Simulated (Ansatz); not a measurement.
# KBr (Fm-3m): a volume series of phonon spectra, part 2 of 5

Aim: how the vibrations of KBr shift with volume, and the expansion that follows.

Experimental results on record:
- volume expansion coefficient 116.1 1e-6/K and heat capacity C_P per formula unit 52.3 J/mol/K near room temperature (given in “High-Throughput Prediction of Finite-Temperature Properties using the Quasi-Harmonic Approximation”, 2016, arXiv:1603.06924)
- volume expansion coefficient 117.6 1e-6/K near room temperature (given in “Descriptors for thermal expansion in solids”, 2017, arXiv:1701.03966)

Ansatz 0.2.0; DFT LDA, scalar-relativistic, plane waves, PAW.

So far. Step 2 (A first coarse run): The start is under -1.6 GPa at this level and looks like an insulator or semiconductor on this mesh.

## Step 4: A second relaxation

The relaxation is run once more from where the first one ended, as the script does after a large change of volume or of the gap, with mesh and occupations reviewed.

File input.yaml:

```yaml
crystal:
  lattice:
    - [0.0, 3.1875608067, 3.1875608067]
    - [3.1875608067, 0.0, 3.1875608067]
    - [3.1875608067, 3.1875608067, 0.0]
  atoms:
    - { symbol: K, position: [0.0, 0.0, 0.0] }
    - { symbol: Br, position: [0.5, 0.5, 0.5] }
kpoints:
  mp_grid: { grid: [6, 6, 6] }
hamiltonian:
  xc: lda
scf:
  occupations: { method: gaussian, width: 0.02 }
output:
  forces: true
  stress: true
  eigenvalues: true
  write_density: true
  write_potential: true
  elf: true
  volumetric_format: npy
relax:
  adjacent_minimum: "off"
  f_tol: 0.005
  max_steps: 80
  cell: { stress_tol: 0.05 }
```

The run is started by

```
ansatz run input.yaml --threads 4 --pin off --max-ram 8192MiB --backend cpu --events-out ev --progress --plain --runs-dir out
```

Numbers of over 12 decimals in the logs are rounded to 6 here.

The program printed:

```text
[...]
Crystal: 2 atoms, lattice volume = 64.775 Å³
Basis set: ecut = 420 eV, 1243 PW (Γ)
Bands: 12, of which v1, the nominal top of the filled ones, is band 8 counted from 1 (7 counted from 0)
Symmetry: 48 space group operations
[...]
k-points: 16 of 216
[...]
SCF iter   1: F=—  HF=-4193.641366 eV  |F-HF|=—  |Δ(HF+E_count)|=         —  Δρ=4.97e-3  dr2=9.57e-3  ethr=1.77e-3  ⟨swp⟩=6.9  Hψ=1348  notcnv=0
[...]
SCF iter   6: F=-4193.637932 eV  HF=-4193.637932 eV  |F-HF|=1.54e-8  |Δ(HF+E_count)|=   9.30e-9  Δρ=4.68e-6  dr2=1.84e-8  ethr=4.85e-10  ⟨swp⟩=6.4  Hψ=1171  notcnv=0
SCF 1 converged in 6 iterations: F = -4193.637932 eV  dr2 = 1.84e-8
[...]
relax step   1: F+E_penalty+E_count = -4193.63793232 eV  Δ(F+E_penalty+E_count) = +0.000e0 eV  max|allowed force component| = 1.226e-29 eV/Å  Δτ_max = 0.0000 Å  P = -0.033 GPa  Ω = 64.775 Å³  (6 SCF iters, dr2 threshold 1.00e-7 eV, accepted)
[...]
SCF iter   1: F=—  HF=-4193.637935 eV  |F-HF|=—  |Δ(HF+E_count)|=         —  Δρ=5.09e-6  dr2=1.79e-8  ethr=6.63e-7  ⟨swp⟩=3.1  Hψ=1889  notcnv=0
eigensolver tolerance schedule: the retry pair's looser diagonalisation over-reported the residual by 5926.14 of it (diagonalisation noise at an unbounded share of the residual, at the tolerance the schedule requests for it); recorded, not acted on — ethr = c·dr2/N_el stays at c = 1.0e-1
[...]
SCF iter   2: F=—  HF=-4193.637932 eV  |F-HF|=—  |Δ(HF+E_count)|=   2.56e-6  Δρ=8.37e-7  dr2=2.68e-10  ethr=1.12e-10  ⟨swp⟩=3.1  Hψ=420  notcnv=0
[...]
SCF iter   4: F=-4193.637932 eV  HF=-4193.637932 eV  |F-HF|=9.09e-13  |Δ(HF+E_count)|=  8.19e-12  Δρ=9.34e-8  dr2=2.75e-12  ethr=1.00e-12  ⟨swp⟩=5.8  Hψ=717  notcnv=0
SCF 2 converged in 4 iterations: F = -4193.637932 eV  dr2 = 2.75e-12
relax step   2: F+E_penalty+E_count = -4193.63793232 eV  Δ(F+E_penalty+E_count) = -8.268e-9 eV  max|allowed force component| = 9.729e-30 eV/Å  Δτ_max = 0.0000 Å  P = -0.033 GPa  Ω = 64.775 Å³  stress off target by 3.34e-2 GPa  SCF on the basis re-selected at this cell (its energy is not comparable with the rows above)  (4 SCF iters)
basis re-selected at this cell: Δ(F+E_penalty+E_count) = -8.268e-9 eV, ΔP = -0.000 GPa vs the last step (what re-selecting the basis moved, of the pressure what is left beyond the Pulay correction that the steps carried, after the strain that the cell walked since its last selection, with what the two solves' SCF thresholds leave and, on support functions, any second-order correction that the steps lacked; it is no m [...]
SCF converged after 4 iterations
Free energy (F): -4193.637932 eV
[...]
Internal energy: -4193.637932 eV  (E = F + TS)
E sigma→0 (E₀):  -4193.637932 eV
Fermi energy:    3.700478 eV
[...]
--- Stress (GPa, compression-positive) ---
       -0.033351       0.000000       0.000000
        0.000000      -0.033351      -0.000000
       -0.000000      -0.000000      -0.033351
  P = ⅓ Tr σ = -0.0334 GPa (-0.334 kbar)
--- Band table (eV; the first three rows and the last of 16) ---
  k-point 0: bands = [... 4 lower, -9.4063, 1.5424, 1.5424, 1.5424, 5.8585, 8.8947, 8.8947, 8.8947]
  k-point 1: bands = [... 4 lower, -9.3290, 1.0707, 1.4203, 1.4203, 6.6073, 8.7611, 9.2565, 9.2565]
  k-point 2: bands = [... 4 lower, -9.1847, 0.3593, 1.1956, 1.1956, 7.6836, 9.2220, 10.2247, 10.2247]
  k-point 15: bands = [... 4 lower, -9.3373, 0.6986, 0.9380, 1.0038, 7.8182, 9.5778, 9.7964, 10.9263]
--- Relaxed structure (1 steps of the walk, 1 accepted, 1 SCFs on fresh bases) ---
[...]
cell:  # Å, volume = 64.7747 Å³
    - [0.0, 3.1875608067, 3.1875608067]
    - [3.1875608067, 0.0, 3.1875608067]
    - [3.1875608067, 3.1875608067, 0.0]
  atoms:
    - { symbol: K, position: [0.0, 0.0, 0.0] }
    - { symbol: Br, position: [0.5, 0.5, 0.5] }
```

Wall time 1 s (4 threads of Intel Xeon Platinum 8375C at 2.90GHz (Ice Lake), shared host); peak memory 0.36 GiB; 2.4 s of CPU time.

Little changed from the start: no atom moved by 0.005 Å and no cell edge by 0.1 %.

Valence density in the ac plane of the conventional cell at fractional y = 0.000, with atoms of K and Br within 0.2 Å of it. It is the smooth field of the valence electrons, not physical close to the nuclei.

Ten even steps from '_' (0.0 e/Å³) to '@' (4.2 e/Å³), each cell a mean:
```
@@**::______..::....::::______..==%%
++--..________..::::::..________::==
..______________......____________..
____________________________________
____________________________________
____________________________________
::..__________..::::..__________..::
::::..________--**##++..______..::::
__::::______..++@@@@##::______..::..
..::::______..==%%@@**::______..::..
::::..________::==++--..________..::
....____________....______________..
____________________________________
____________________________________
____________________________________
::..__________..::::..__________..::
##++..______..::::::::..________--**
@@##::______..::..__::::______..++@@
```
Columns run along a (6.4 Å), rows up along c (6.4 Å), edges of the conventional cell, whose origin can differ from the input's. Atoms in or near the plane, at fractional coordinates: K at (0.00, 0.00), K at (0.50, 0.50), Br at (0.50, 0.00), Br at (0.00, 0.50).

Electrostatic potential energy in the ac plane of the conventional cell at fractional y = 0.000, with atoms of K and Br within 0.2 Å of it. With pseudopotentials it is smooth inside the atoms' cores, unlike the true potential.

Ten even steps from '0' (-67 eV) to '9' (7 eV), each cell a mean:
```
247999830016999853
568999973258999975
889999998899999998
999999999999999999
999999999999999999
999999999999999999
579999987679999986
027999864357999951
005999852236999820
016999853247999830
258999975568999973
899999998889999998
999999999999999999
999999999999999999
999999999999999999
679999986579999987
357999951027999864
236999820005999852
```
Columns run along a (6.4 Å; values clipped at the 3rd and 97th percentile), rows up along c (6.4 Å), edges of the conventional cell, whose origin can differ from the input's. Atoms in or near the plane, at fractional coordinates: K at (0.00, 0.00), K at (0.50, 0.50), Br at (0.50, 0.00), Br at (0.00, 0.50).

ELF in the ac plane of the conventional cell at fractional y = 0.000, with atoms of K and Br within 0.2 Å of it. It is the smooth field of the valence electrons, not physical close to the nuclei.

Values, 10 rows by 16 columns, each cell a mean:
```
0.80 0.85 0.59 0.10 0.35 0.79 0.81 0.46 0.36 0.70 0.85 0.58 0.11 0.35 0.80 0.82
0.49 0.37 0.14 0.03 0.20 0.57 0.74 0.80 0.80 0.78 0.67 0.36 0.06 0.07 0.29 0.45
0.35 0.33 0.24 0.10 0.04 0.09 0.16 0.20 0.21 0.18 0.12 0.05 0.05 0.18 0.30 0.35
0.81 0.83 0.75 0.45 0.08 0.12 0.46 0.65 0.68 0.56 0.27 0.05 0.25 0.67 0.82 0.83
0.17 0.58 0.85 0.60 0.12 0.40 0.84 0.80 0.73 0.85 0.65 0.13 0.36 0.81 0.78 0.29
0.36 0.70 0.85 0.58 0.11 0.35 0.80 0.82 0.80 0.85 0.59 0.10 0.35 0.79 0.81 0.46
0.80 0.78 0.67 0.36 0.06 0.07 0.29 0.45 0.49 0.37 0.14 0.03 0.20 0.57 0.74 0.80
0.21 0.18 0.12 0.05 0.05 0.18 0.30 0.35 0.35 0.33 0.24 0.10 0.04 0.09 0.16 0.20
0.68 0.56 0.27 0.05 0.25 0.67 0.82 0.83 0.81 0.83 0.75 0.45 0.08 0.12 0.46 0.65
0.73 0.85 0.65 0.13 0.36 0.81 0.78 0.29 0.17 0.58 0.85 0.60 0.12 0.40 0.84 0.80
```
Columns run along a (6.4 Å), rows up along c (6.4 Å), edges of the conventional cell, whose origin can differ from the input's. Atoms in or near the plane, at fractional coordinates: K at (0.00, 0.00), K at (0.50, 0.50), Br at (0.50, 0.00), Br at (0.00, 0.50).

## Step 5: Tight relaxation

The relaxation is repeated with tighter thresholds on force and stress, since phonons are sensitive to what is left; a change of mesh or smearing in the input moves the cell too.

input.yaml, the sections that differ from step 4:

```yaml
kpoints:
  mp_grid: { grid: [8, 8, 8] }
scf:
  occupations: { method: fixed }
output:
  forces: true
  stress: true
  eigenvalues: true
relax:
  adjacent_minimum: "off"
  f_tol: 0.001
  max_steps: 60
  cell: { stress_tol: 0.01 }
# crystal, hamiltonian: as in step 4
```

The program printed:

```text
[...]
Crystal: 2 atoms, lattice volume = 64.775 Å³
Basis set: ecut = 420 eV, 1243 PW (Γ)
Bands: 12, of which v1, the nominal top of the filled ones, is band 8 counted from 1 (7 counted from 0)
Symmetry: 48 space group operations
[...]
k-points: 29 of 512
[...]
k-point 28: bands = [... 4 lower, -9.2807, 0.8489, 0.8489, 0.8637, 8.7525, 8.7525, 9.9289, 10.7144]
--- Relaxed structure (3 steps of the walk, 3 accepted, 1 SCFs on fresh bases) ---
[...]
cell:  # Å, volume = 64.6665 Å³
    - [0, 3.185784, 3.185784]
    - [3.185784, 0, 3.185784]
    - [3.185784, 3.185784, 0]
  atoms:
    - { symbol: K, position: [0, 0, 0] }
    - { symbol: Br, position: [0.5, 0.5, 0.5] }
[key lines of the parts left out:]
SCF converged after 6 iterations
Free energy (F): -4193.637960 eV
Fermi energy:    1.555371 eV
P = ⅓ Tr σ = 0.0002 GPa (0.002 kbar)
```

The job ended after 1.7 s (4 threads; peak memory 0.38 GiB; 5.1 s of CPU time).

Little changed from the start: no atom moved by 0.005 Å and no cell edge by 0.1 %.

Numbers from this step:

```yaml
pressure: 1.79e-4 GPa
gap_on_the_k_mesh: 4.321 eV
volume_per_atom: 32.33 Å³
```

The residual pressure is 1.8e-4 GPa, small enough for phonons.

(Part 2 of 5 ends here.)

[Logs are printed without paths, hosts, clocks, repeated set-up lines and the standing remarks that a program may print on its own settings, such as how far it seeks lower states.]

[Hosts, paths, dates, database ids (printed as entryN), source tags and the programs' standing remarks are cut or masked in the printed files.]

[A step with changed settings may run another functional than the one named; its input shows which.]

[Of the runs on displaced cells, only some may be shown.]
